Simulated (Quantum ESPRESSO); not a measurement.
**Co: orders under biaxial strain**

Aim: follow moments and order energies of Co with biaxial strain.

Main program and level: Quantum ESPRESSO 7.5; PBE; plane waves with GBRV 1.5 PBE potentials, no spin-orbit coupling.

Most raw output is cut from this account.

### Step 1. Starting point

It takes space group P6_3/mmc (No. 194, hexagonal). The conventional cell has a = 2.507 Å, b = 2.507 Å, c = 4.070 Å, α = 90.00°, β = 90.00°, γ = 120.00°. Nearest to Co lie 12 Co at 2.50 to 2.51 Å.

The lattice constants were typed from memory of published values and not checked against a source.

### Step 2. Biaxial 0.94, ferro ++

Lengths in the Cartesian xy plane scale by the factor; z is kept. Atoms keep their fractional places. Seeded atoms are those given a starting moment.

Input file pw.in:

```
&CONTROL
  calculation = 'scf'
  prefix = 'pwscf'
  outdir = './tmp'
  pseudo_dir = './pseudo'
  disk_io = 'nowf'
  tprnfor = .true.
  tstress = .true.
/
&SYSTEM
  ibrav = 0
  celldm(1) = 8
  nat = 2
  ntyp = 1
  ecutwfc = 40
  ecutrho = 280
  nbnd = 26
  occupations = 'smearing'
  smearing = 'fd'
  degauss = 0.00367493
  nspin = 2
  starting_magnetization(1) = 0.1176
/
&ELECTRONS
  conv_thr = 4d-09
  electron_maxstep = 150
  mixing_beta = 0.3
/
ATOMIC_SPECIES
Co     58.9332 co_pbe_v1.2.uspp.F.UPF
CELL_PARAMETERS alat
   0.5566613488463    0.0000000000000    0.0000000000000
  -0.2783306744232    0.4820829388414    0.0000000000000
   0.0000000000000    0.0000000000000    0.9613981659034
ATOMIC_POSITIONS crystal
Co      0.3333333300    0.6666666700    0.2500000000
Co      0.6666666700    0.3333333300    0.7500000000
K_POINTS automatic
18 18 10 0 0 0
```

Started as:

```console
OMP_NUM_THREADS=1 mpirun -n 4 pw.x -nk 4 -in pw.in > pw.out
```

Run time: 14 s. Hardware: 4 MPI ranks of Intel Xeon 6975P-C (Granite Rapids), shared host; peak memory 0.36 GiB; 57 s of CPU time.

Spin moment in the atom's sphere by atom:

| atom | spin moment in the atom's sphere (μB) |
| --- | --- |
| Co1 | 1.67 |
| Co2 | 1.67 |

Numbers from this step:

```yaml
smearing_term_ts: 0.01399 eV
pressure: 30.49 GPa
magnetization: 3.195 μB
absolute_magnetization: 3.487 μB
final_state: ferromagnetic
```

### Step 3. Biaxial 0.94, no spin polarisation

pw.in, as its differences from that of step 2:

```diff
@@ -16,3 +16,3 @@
   ecutrho = 280
-  nbnd = 26
+  nbnd = 24
   occupations = 'smearing'
@@ -20,4 +20,2 @@
   degauss = 0.00367493
-  nspin = 2
-  starting_magnetization(1) = 0.1176
 /
```

Elapsed: 7.2 s, on 4 MPI ranks; peak memory 0.29 GiB; 28 s of CPU time.

This step gave:

```yaml
smearing_term_ts: 0.04135 eV
pressure: 16.41 GPa
final_state: non-magnetic (no spin polarisation)
```

### Step 4. Biaxial 1.06, ferro ++

pw.in, as its differences from that of step 3:

```diff
@@ -16,3 +16,3 @@
   ecutrho = 280
-  nbnd = 24
+  nbnd = 26
   occupations = 'smearing'
@@ -20,2 +20,4 @@
   degauss = 0.00367493
+  nspin = 2
+  starting_magnetization(1) = 0.1176
 /
@@ -29,4 +31,4 @@
 CELL_PARAMETERS alat
-   0.5566613488463    0.0000000000000    0.0000000000000
-  -0.2783306744232    0.4820829388414    0.0000000000000
+   0.6277244997629    0.0000000000000    0.0000000000000
+  -0.3138622498814    0.5436254416722    0.0000000000000
    0.0000000000000    0.0000000000000    0.9613981659034
```

Wall time 20 s (4 MPI ranks); peak memory 0.4 GiB.

Read from the output:

```
smearing term TS       : 0.01679 eV
pressure               : -20.24 GPa
magnetization          : 3.46 μB
absolute magnetization : 3.907 μB
final state            : ferromagnetic
largest moment         : 1.832 μB
```

### Step 5. The series

The runs not shown differ from these in the moved quantity alone.

States, by row:

| biaxial | ferro ++ | no spin polarisation |
| --- | --- | --- |
| 0.94 | ferromagnetic | non-magnetic |
| 0.955 | ferromagnetic | non-magnetic |
| 0.97 | ferromagnetic | non-magnetic |
| 0.985 | ferromagnetic | non-magnetic |
| 1 | ferromagnetic | non-magnetic |
| 1.015 | ferromagnetic | non-magnetic |
| 1.03 | ferromagnetic | non-magnetic |
| 1.045 | ferromagnetic | non-magnetic |
| 1.06 | ferromagnetic | non-magnetic |

The largest site moment, ferro ++ by biaxial:

| biaxial (factor) | largest site moment, ferro ++ (μB) |
| --- | --- |
| 0.9400 | 1.67 |
| 0.9550 | 1.68 |
| 0.9700 | 1.69 |
| 0.9850 | 1.71 |
| 1.0000 | 1.73 |
| 1.0150 | 1.77 |
| 1.0300 | 1.80 |
| 1.0450 | 1.82 |
| 1.0600 | 1.83 |

Table of energy less that of the parallel start, no spin polarisation by biaxial:

| biaxial (factor) | energy less that of the parallel start, no spin polarisation (meV a seeded atom) |
| --- | --- |
| 0.9400 | 189 |
| 0.9550 | 218 |
| 0.9700 | 245 |
| 0.9850 | 269 |
| 1.0000 | 292 |
| 1.0150 | 315 |
| 1.0300 | 337 |
| 1.0450 | 357 |
| 1.0600 | 377 |

Energy over the lowest against biaxial; values in meV an atom:

| biaxial (factor) | ferro ++ | no spin polarisation |
| --- | --- | --- |
| 0.9400 | 122 | 311 |
| 0.9550 | 57.7 | 276 |
| 0.9700 | 18.0 | 263 |
| 0.9850 | 0 | 269 |
| 1.0000 | 0.0531 | 292 |
| 1.0150 | 14.7 | 329 |
| 1.0300 | 41.9 | 378 |
| 1.0450 | 79.9 | 437 |
| 1.0600 | 127 | 504 |

### Step 6. Results

* moment, parallel start: 1.67 to 1.83 μB
* states met from these starts: ferromagnetic

In words: The moment of the parallel start goes from 1.67 μB at 0.94 to 1.83 μB at 1.06. The net moment of the cell goes from 3.19 to 3.46 μB. The radius of the spheres follows the nearest distance, so part of the change of the site moments is the spheres'. Only a parallel start was run beside the spinless one, so opposed or spiral orders, which may lie lower, are not probed.

[Logs and program files are shortened in this print: banners, set-up blocks, solver, clock and traceback lines can be left out without a mark of their own.]

[Logs are printed without paths, hosts, clocks, repeated set-up lines and the standing remarks that a program may print on its own settings, such as how far it seeks lower states.]

[Hosts, paths, dates, database ids (printed as entryN), source tags and the programs' standing remarks are cut or masked in the printed files.]

[Where a cell is said to come from a database of computed structures, the database is the Materials Project.]
